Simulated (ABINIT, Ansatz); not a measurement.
An input for ABINIT 10.8.3 (TlS (I4/mcm)):

```
acell 3*1.0 Angstrom
rprim 
  -3.893000000000 3.893000000000 3.400000000000
  3.893000000000 -3.893000000000 3.400000000000
  3.893000000000 3.893000000000 -3.400000000000
ntypat 2
znucl 81 16
natom 8
typat 1 1 1 1 2 2 2 2
xred 
  0.750000000000 0.250000000000 0.500000000000
  0.250000000000 0.750000000000 0.500000000000
  0.250000000000 0.250000000000 -0.000000000000
  0.750000000000 0.750000000000 -0.000000000000
  0.679000000000 0.179000000000 0.858000000000
  0.179000000000 0.321000000000 0.500000000000
  0.321000000000 0.821000000000 0.142000000000
  0.821000000000 0.679000000000 0.500000000000
pp_dirpath "pseudos"
pseudos "Tl.upf, S.upf"
ecut 34
ngkpt 4 4 4
nshiftk 1
shiftk 0 0 0
kptopt 1
chksymbreak 0
nband 62
occopt 1
tolvrs 1e-10
nstep 60
prtwf 0
optforces 0
optstress 0
indata_prefix "in"
outdata_prefix "out"
tmpdata_prefix "tmp"
```

The database entry behind the starting cell is an old determination (1949), so it need not match the best structure at ambient conditions.

```sh
OMP_NUM_THREADS=1 mpirun -n 8 abinit run.abi > log
```

Q: Estimate wall time and host memory on 8 MPI ranks of Arm Neoverse V2, shared host.

It took 1.9 min; on shared hardware allow 56 s to 3.7 min. Peak host memory was 1.3 GiB.

[Paths, hosts, dates, memory and timing lines, banners, echoed tables and standing remarks are left out of the program output.]

[Logs are printed without paths, hosts, clocks, repeated set-up lines and the standing remarks that a program may print on its own settings, such as how far it seeks lower states.]

[Runs of the session that timed out or met a known fault of the program may be left out.]

[Hosts, paths, dates, database ids (printed as entryN), source tags and the programs' standing remarks are cut or masked in the printed files.]

[G0W0 gaps are taken among the corrected bands and points alone; a level outside them can change the order at an edge.]

[Where Ansatz stands beside ABINIT at settings called matched, ABINIT's density can come from a denser mesh and the files from another edition; pairs whose starting gaps differed by over 0.03 eV were left out, so agreement reads better than it is.]
